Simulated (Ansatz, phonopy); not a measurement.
# Quasi-harmonic thermodynamics of NaI (Fm-3m), part 4 of 4

How much does NaI expand with temperature?

Measurements to reproduce:
- volume expansion coefficient 135 1e-6/K near room temperature (given in “Descriptors for thermal expansion in solids”, 2017, arXiv:1701.03966)

Ansatz 0.2.0; DFT LDA, scalar-relativistic, plane waves, PAW.

So far, principal linear expansion coefficients at 298 K (× 1e-6/K): step 7 (phonons on strained cells, cutoff 550 eV, k-mesh 8×8×8) 46.5; step 9 (the quasi-harmonic study, cutoff 487.2 eV, k-mesh 12×12×12) 46.5. The relaxed cell has a = 6.260 Å (conventional setting).

## Step 11: The quasi-harmonic study, cutoff 487.2 eV (continued)

Strained cells of the study; zero-point energy where phonons were solved; the pressures are stresses at a fixed cutoff and can carry an offset from the finite basis. Expansion cells, by row:

| cell | \|a\| (Å) | \|b\| (Å) | \|c\| (Å) | V (Å³/atom) | E - E_lowest (meV/atom) | pressure, compression positive (GPa) | gap (eV) | zero-point energy (meV/atom) |
| --- | --- | --- | --- | --- | --- | --- | --- | --- |
| 1 | 4.426 | 4.426 | 4.426 | 30.66 | 0 | -0.01 | 3.62 | - |
| 2 | 4.462 | 4.462 | 4.462 | 31.4 | 1.111 | -0.478 | 3.547 | - |
| 3 | 4.391 | 4.391 | 4.391 | 29.94 | 1.164 | 0.516 | 3.697 | - |
| 4 | 4.427 | 4.427 | 4.427 | 30.67 | 0.001 | -0.015 | 3.619 | 18.09 |
| 5 | 4.449 | 4.449 | 4.449 | 31.13 | 0.456 | -0.315 | 3.573 | 17.57 |
| 6 | 4.479 | 4.479 | 4.479 | 31.76 | 2.381 | -0.681 | 3.513 | 16.89 |
| 7 | 4.505 | 4.505 | 4.505 | 32.32 | 5.248 | -0.973 | 3.462 | 16.3 |
| 8 | 4.531 | 4.531 | 4.531 | 32.89 | 9.157 | -1.24 | 3.414 | 15.71 |
| 9 | 4.557 | 4.557 | 4.557 | 33.47 | 14.05 | -1.484 | 3.367 | 15.13 |
| 10 | 4.383 | 4.383 | 4.383 | 29.76 | 1.799 | 0.651 | 3.716 | - |
| 11 | 4.405 | 4.405 | 4.405 | 30.21 | 0.436 | 0.306 | 3.667 | - |
| 12 | 4.594 | 4.594 | 4.594 | 34.28 | 22.28 | -1.781 | 3.305 | - |

Changing the k-mesh (12×12×12 → 8×8×8) takes the volume expansion at 298 K from 140 to 140 × 10⁻⁶/K and B_T from 16.7 to 16.7 GPa.

## Step 12: The series together

Times are for 8 threads of Arm Neoverse V1, shared host. The runs compared:

```csv
no.,functional,cutoff (eV),k-mesh,q-mesh,method,pressure (GPa),volume expansion coefficient at 298 K (1e-6/K),C_P at 298 K (J/mol-atom/K),isothermal bulk modulus at 298 K (GPa),time,memory (GiB)
1,lda,550,8×8×8,4×4×4,dfpt,0,139.5,26.33,16.71,13 min,1.9
2,lda,487.2,12×12×12,4×4×4,dfpt,0,139.6,26.34,16.71,33 min,4.4
3,lda,487.2,8×8×8,4×4×4,dfpt,0,139.5,26.34,16.71,11 min,1.6
```

The runs together, line volume. Expansion coefficient, volume against temperature; values in 1e-6/K:

```
temperature (K)  lda, 550, 8×8×8, 4×4×4, dfpt, 0  lda, 487.2, 12×12×12, 4×4×4, dfpt, 0  lda, 487.2, 8×8×8, 4×4×4, dfpt, 0
              0                                0                                     0                                  0
             25                             21.4                                  21.4                               21.4
             50                             58.6                                  58.6                               58.6
             75                             83.8                                  83.8                               83.8
            100                             98.3                                  98.4                               98.3
            125                              108                                   108                                108
            150                              114                                   114                                114
            175                              119                                   119                                119
            200                              124                                   124                                124
            225                              128                                   128                                128
            250                              132                                   132                                132
            275                              136                                   136                                136
            298                              140                                   140                                140
            300                              140                                   140                                140
            325                              144                                   144                                144
            350                              148                                   149                                149
            375                              153                                   153                                153
            400                              158                                   158                                158
            425                              164                                   164                                164
            450                              170                                   170                                170
            475                              177                                   177                                177
            500                              185                                   185                                185
```

The runs together, line C_P. Table of heat capacity, C_P by temperature; values in J/mol-atom/K:

```csv
temperature (K),"lda, 550, 8×8×8, 4×4×4, dfpt, 0","lda, 487.2, 12×12×12, 4×4×4, dfpt, 0","lda, 487.2, 8×8×8, 4×4×4, dfpt, 0"
0,0,0,0
25,6.44,6.44,6.44
50,14.2,14.2,14.2
75,18.8,18.8,18.8
100,21.3,21.3,21.3
125,22.8,22.8,22.8
150,23.7,23.7,23.7
175,24.4,24.4,24.4
200,24.9,24.9,24.9
225,25.3,25.3,25.3
250,25.7,25.7,25.7
275,26.0,26.0,26.0
298,26.3,26.3,26.3
300,26.4,26.4,26.4
325,26.7,26.7,26.7
350,27.0,27.0,27.0
375,27.3,27.3,27.3
400,27.6,27.6,27.6
425,28,28.0,28.0
450,28.4,28.4,28.4
475,28.8,28.8,28.8
500,29.3,29.3,29.3
```

## Step 13: Quasi-harmonic fit by phonopy

This step: DFT LDA, scalar-relativistic, plane waves, PAW (phonopy 4.10.0).

The fit gives a volume expansion of 140 × 10⁻⁶/K at 300 K, against 140 at 298 K from the study itself, whose static fit uses more cells.

## Step 14: Summary of results

```json
{
 "settings of these figures": "LDA, 487.2 eV, k 12×12×12, q 4×4×4",
 "volume expansion coefficient at 298 K": "139.6 1e-6/K",
 "C_P at 298 K": "26.34 J/mol-atom/K",
 "entropy at 298 K": "48.99 J/mol-atom/K",
 "isothermal bulk modulus at 298 K": "16.71 GPa",
 "Grüneisen parameter at 298 K": "1.828",
 "volume at 298 K": "31.86 Å³/atom",
 "principal linear expansion coefficients at 298 K": "46.52, 46.52, 46.52 1e-6/K"
}
```

In words: Near room temperature NaI expands by 140 × 10⁻⁶/K in volume by LDA, with C_P = 26.3 J/(mol K) per mole of atoms and B_T = 16.7 GPa. C_P at room temperature is 106 % of the classical 3R an atom; C_V is 98 %, and the rest is expansion work. A measured volume expansion coefficient near room temperature is 135 1e-6/K (arXiv:1701.03966); the calculated 140 1e-6/K differs by +3 %. Changing the k-mesh and cutoff moves the volume expansion at 298 K between 140 and 140 × 10⁻⁶/K, while the CPU time spans a factor of 3.1. The PAW files were made for PBE and are used here under another functional, for which the program regenerates the frozen cores. The cell of these runs is 10 % smaller in volume than the database cell; frequencies and all that rests on them shift with it.

[Logs are printed without paths, hosts, clocks, repeated set-up lines and the standing remarks that a program may print on its own settings, such as how far it seeks lower states.]

[Hosts, paths, dates, database ids (printed as entryN), source tags and the programs' standing remarks are cut or masked in the printed files.]

[A step with changed settings may run another functional than the one named; its input shows which.]
